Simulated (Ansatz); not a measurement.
## LiIF (built on the sites of a database entry of CsBrF): relaxing the cell for a phonon run

Wanted: the relaxed cell of LiIF (built on the sites of a database entry of CsBrF).

Calculated with Ansatz 0.2.0; DFT PBEsol, scalar-relativistic, plane waves, PAW.

This is a report of a sequence of runs, with most program output left out.

The structure was built from a prototype and need not be the compound's stable phase.

**1. Set-up**

Symmetry: I4/mmm, No. 139, tetragonal system. Conventional cell: a = 3.132 Å, b = 3.132 Å, c = 14.496 Å, α = 90.00°, β = 90.00°, γ = 90.00°. Nearest to Li lie 5 F at 2.13 to 2.22 Å. Nearest to I lie 5 I at 1.74 to 3.13 Å and 1 F at 1.80 Å and 4 Li at 2.72 Å. Nearest to F lie 1 I at 1.80 Å and 5 Li at 2.13 to 2.22 Å. Farther neighbours and most contacts between anions are not listed.

**2. Probe on a coarse mesh**

A quick single point on a coarse mesh tells whether the cell has a gap and how far it is from rest, which sets the k mesh and smearing that follow.

The input, input.yaml:

```yaml
crystal:
  lattice:
    - [-1.5659, 1.5659, 7.24814]
    - [1.5659, -1.5659, 7.24814]
    - [1.5659, 1.5659, -7.24814]
  atoms:
    - { symbol: Li, position: [0.66931058, 0.66931058, 0.0] }
    - { symbol: Li, position: [0.33068942, 0.33068942, 0.0] }
    - { symbol: I, position: [0.05993317, 0.05993317, 0.0] }
    - { symbol: I, position: [0.94006683, 0.94006683, 0.0] }
    - { symbol: F, position: [0.81597442, 0.81597442, 0.0] }
    - { symbol: F, position: [0.18402557, 0.18402557, 0.0] }
kpoints:
  mp_grid: { grid: [8, 8, 8] }
hamiltonian:
  xc: pbesol
scf:
  occupations: { method: gaussian, width: 0.1 }
output:
  forces: true
  stress: true
  eigenvalues: true
```

Launch:

```sh
$ ansatz run input.yaml --threads 8 --pin off --max-ram 14336MiB --backend cpu --events-out ev --progress --plain --runs-dir out
```

Run time: 4.4 s. Hardware: 8 threads of Arm Neoverse V2, shared host; peak memory 0.56 GiB; 9.6 s of CPU time.

This step gave:

```
pressure          : 167.6 GPa
volume per atom   : 11.85 Å³
gap on the k-mesh : 0 eV
```

The coarse mesh shows no gap and a pressure of 167.6 GPa.

**3. Coarse relaxation**

The start is far from rest, so a relaxation with loose tolerances brings it close first.

input.yaml, as its differences from that of step 2:

```diff
@@ -22 +22,6 @@
   eigenvalues: true
+relax:
+  adjacent_minimum: "off"
+  f_tol: 0.05
+  max_steps: 80
+  cell: { stress_tol: 0.5 }
```

Wall time 24 s (8 threads); peak memory 0.75 GiB.

The steps of the relaxation:

| step | energy less that of the first step (eV) | largest force component (eV/Å) | pressure (GPa) | volume (Å³) |
| --- | --- | --- | --- | --- |
| 1 | 0.0000 | 67.0390 | 167.62 | 71.09 |
| 2 | -18.4817 | 15.6596 | 86.28 | 74.81 |
| 3 | -25.1138 | 6.8636 | 43.63 | 84.10 |
| 4 | -28.3603 | 3.0015 | 18.20 | 95.17 |
| 5 | -29.5576 | 1.1880 | 0.90 | 107.43 |
| 6 | -29.6598 | 0.8920 | 2.71 | 103.34 |
| 7 | -29.7230 | 0.2037 | 0.54 | 105.78 |
| 8 | -29.7233 | 0.1298 | 0.01 | 106.38 |
| 9 | -29.7240 | 0.0540 | -0.21 | 106.38 |
| 10 | -29.7247 | 0.0160 | 0.30 | 106.00 |
| 11 | -29.7245 | 0.0017 | -0.01 | 106.27 |
| 12* | -30.4940 | 0.0390 | 8.47 | 106.27 |
| 13 | -30.7516 | 0.0820 | 5.18 | 112.57 |
| 14 | -30.9383 | 0.0418 | 1.62 | 123.05 |
| 15 | -30.9470 | 0.0447 | -0.01 | 127.78 |
| 16* | -31.0418 | 0.0457 | 0.84 | 127.78 |
| 17 | -31.0489 | 0.0304 | 0.34 | 130.95 |
| 18* | -31.0538 | 0.0297 | 0.35 | 130.95 |

Relaxation steps marked * repeat the geometry before them on a plane-wave basis chosen anew for their cell, so energy and pressure can jump there. Relaxation step 10 was tried and not accepted.

The run keeps the 16 symmetry operations that it works with, so distortions that break them were not tested.

| cell as run | before | after | change |
| --- | --- | --- | --- |
| a (Å) | 7.579 | 9.748 | +28.6 % |
| b (Å) | 7.579 | 9.748 | +28.6 % |
| c (Å) | 7.579 | 9.748 | +28.6 % |
| α (°) | 156.15 | 157.91 | +1.1 % |
| β (°) | 156.15 | 157.91 | +1.1 % |
| γ (°) | 33.98 | 31.45 | -7.5 % |
| volume (Å³/atom) | 11.85 | 21.82 | +84.2 % |

The atoms that moved most (Å, as changes of fractional coordinates times the final cell):

| atom | dx | dy | dz | length |
| --- | --- | --- | --- | --- |
| Li2 | 0.000 | 0.000 | -0.545 | 0.545 |
| Li1 | 0.000 | 0.000 | 0.545 | 0.545 |
| F6 | 0.000 | 0.000 | 0.451 | 0.451 |
| F5 | 0.000 | 0.000 | -0.451 | 0.451 |
| I4 | 0.000 | 0.000 | -0.232 | 0.232 |
| I3 | 0.000 | 0.000 | 0.232 | 0.232 |

The relaxed structure:

```xyz
6
Lattice="-1.8679 1.8679 9.3831 1.8679 -1.8679 9.3831 1.8679 1.8679 -9.3831" Properties=species:S:1:pos:R:3 pbc="T T T"
Li    0.0000    0.0000   13.1058
Li    0.0000    0.0000    5.6603
I     0.0000    0.0000    1.3567
I     0.0000    0.0000   17.4094
F     0.0000    0.0000   14.8616
F     0.0000    0.0000    3.9046
```

Numbers from this step:

```
pressure        : 0.3537 GPa
volume per atom : 21.82 Å³
```

In this step the volume went from 11.85 to 21.82 Å³/atom.

**4. Relaxation**

Harmonic phonons are second derivatives at a point where the forces vanish, and they are wanted at zero stress, so atoms and cell are relaxed first.

The input, input.yaml:

```yaml
crystal:
  lattice:
    - [-1.8678729615, 1.8678729615, 9.3830618232]
    - [1.8678729615, -1.8678729615, 9.3830618232]
    - [1.8678729615, 1.8678729615, -9.3830618232]
  atoms:
    - { symbol: Li, position: [0.698376464, 0.698376464, 0.0] }
    - { symbol: Li, position: [0.301623536, 0.301623536, 0.0] }
    - { symbol: I, position: [0.072297746, 0.072297746, 0.0] }
    - { symbol: I, position: [0.927702254, 0.927702254, 0.0] }
    - { symbol: F, position: [0.7919357826, 0.7919357826, 0.0] }
    - { symbol: F, position: [0.2080642174, 0.2080642174, 0.0] }
kpoints:
  mp_grid: { grid: [14, 14, 14] }
hamiltonian:
  xc: pbesol
scf:
  occupations: { method: gaussian, width: 0.1 }
output:
  forces: true
  stress: true
  eigenvalues: true
relax:
  adjacent_minimum: "off"
  f_tol: 0.005
  max_steps: 80
  cell: { stress_tol: 0.05 }
```

Elapsed: 58 s, on 8 threads; peak memory 1.2 GiB; 7.5 min of CPU time.

Relaxation path:

| step | energy less that of the first step (eV) | largest force component (eV/Å) | pressure (GPa) | volume (Å³) |
| --- | --- | --- | --- | --- |
| 1 | 0.0000 | 0.0292 | 0.35 | 130.95 |
| 2 | 0.0022 | 0.0801 | -0.23 | 133.20 |
| 3 | 0.0014 | 0.0434 | -0.06 | 133.17 |
| 4 | 0.0004 | 0.0074 | 0.00 | 132.76 |
| 5 | 0.0005 | 0.0038 | 0.00 | 132.86 |
| 6* | -0.0023 | 0.0039 | 0.04 | 132.86 |
| 7 | -0.0019 | 0.0010 | 0.01 | 133.16 |
| 8* | -0.0023 | 0.0010 | 0.01 | 133.16 |

Relaxation steps marked * repeat the geometry before them on a plane-wave basis chosen anew for their cell, so energy and pressure can jump there.

Forces are held to the 16 operations that the run works with; a distortion that breaks them can't arise in this run.

| conventional cell, symmetrised | before | after | change |
| --- | --- | --- | --- |
| a (Å) | 3.736 | 3.765 | +0.8 % |
| b (Å) | 3.736 | 3.765 | +0.8 % |
| c (Å) | 18.766 | 18.789 | +0.1 % |
| volume (Å³/atom) | 21.82 | 22.19 | +1.7 % |

This step gave:

```
pressure        : 0.009053 GPa
volume per atom : 22.19 Å³
```

In this step the volume went from 21.82 to 22.19 Å³/atom.

**5. Relaxing to small forces for the phonons**

Phonons need a cell at rest on their own settings, so the relaxation is repeated with tight tolerances on forces and stress, using the mesh and the filling of the phonon run that follows.

The input, input.yaml:

```yaml
crystal:
  lattice:
    - [-1.8824222635, 1.8824222635, 9.3943028569]
    - [1.8824222635, -1.8824222635, 9.3943028569]
    - [1.8824222635, 1.8824222635, -9.3943028569]
  atoms:
    - { symbol: Li, position: [0.6983549061, 0.6983549061, 0.0] }
    - { symbol: Li, position: [0.3016450939, 0.3016450939, 0.0] }
    - { symbol: I, position: [0.072302631, 0.072302631, 0.0] }
    - { symbol: I, position: [0.927697369, 0.927697369, 0.0] }
    - { symbol: F, position: [0.7916630302, 0.7916630302, 0.0] }
    - { symbol: F, position: [0.2083369698, 0.2083369698, 0.0] }
kpoints:
  mp_grid: { grid: [16, 16, 16] }
hamiltonian:
  xc: pbesol
scf:
  occupations: { method: methfessel_paxton, width: 0.2 }
output:
  forces: true
  stress: true
  eigenvalues: true
relax:
  adjacent_minimum: "off"
  f_tol: 0.001
  max_steps: 60
  cell: { stress_tol: 0.01 }
```

Elapsed: 80 s, on 8 threads; peak memory 1.5 GiB.

Step by step:

| step | energy less that of the first step (eV) | largest force component (eV/Å) | pressure (GPa) | volume (Å³) |
| --- | --- | --- | --- | --- |
| 1 | 0.0000 | 0.0053 | 0.01 | 133.16 |
| 2 | 0.0001 | 0.0203 | 0.02 | 133.25 |
| 3 | 0.0001 | 0.0064 | 0.01 | 133.28 |
| 4 | 0.0001 | 0.0027 | 0.00 | 133.28 |
| 5 | 0.0002 | 0.0001 | 0.00 | 133.30 |
| 6* | -0.0001 | 0.0001 | 0.00 | 133.30 |
| 7 | 0.0000 | 0.0002 | 0.00 | 133.35 |
| 8* | -0.0001 | 0.0002 | 0.00 | 133.35 |

Relaxation steps marked * repeat the geometry before them on a plane-wave basis chosen anew for their cell, so energy and pressure can jump there.

The run keeps the 16 symmetry operations that it works with, so distortions that break them were not tested.

| conventional cell, symmetrised | before | after | change |
| --- | --- | --- | --- |
| a (Å) | 3.765 | 3.770 | +0.1 % |
| b (Å) | 3.765 | 3.770 | +0.1 % |
| c (Å) | 18.789 | 18.768 | -0.1 % |
| volume (Å³/atom) | 22.19 | 22.23 | +0.1 % |

The relaxed structure:

```
Li I F
1.0
    -1.88485    1.88485    9.38385
     1.88485   -1.88485    9.38385
     1.88485    1.88485   -9.38385
Li I F
2 2 2
Direct
  0.69821 0.69821 0.00000
  0.30179 0.30179 0.00000
  0.07237 0.07237 0.00000
  0.92763 0.92763 0.00000
  0.79159 0.79159 0.00000
  0.20841 0.20841 0.00000
```

This step gave:

| Property | Result |
| --- | --- |
| pressure | -8.20e-4 GPa |
| volume per atom | 22.23 Å³ |
| gap on the k-mesh | 0.08121 eV |
| direct gap on mesh | 0.4635 eV |

The largest force component left is 0.22 meV/Å and the pressure is -0.001 GPa, within the tolerances set. The cell now holds 22.23 Å³/atom.

**6. What came out**

| Quantity | Value |
| --- | --- |
| space group after relaxation (within 0.01 Å) | I4/mmm |
| lattice constant a | 3.770 Å |
| lattice constant b | 3.770 Å |
| lattice constant c | 18.768 Å |
| volume per atom | 22.2 Å³ |
| gap on the k-mesh | 0.0812 eV |

The largest force component left is 0.22 meV/Å and the pressure is -0.001 GPa, within the tolerances set. The cell now holds 22.23 Å³/atom. The relaxation keeps the symmetry of its start, so it says nothing on stability against lower symmetry. Spin-orbit coupling is left out, which can matter for the heavy elements here. The starting cell was built on a prototype and not taken from a measurement, so the phase need not exist.

[Logs are printed without paths, hosts, clocks, repeated set-up lines and the standing remarks that a program may print on its own settings, such as how far it seeks lower states.]

[Hosts, paths, dates, database ids (printed as entryN), source tags and the programs' standing remarks are cut or masked in the printed files.]
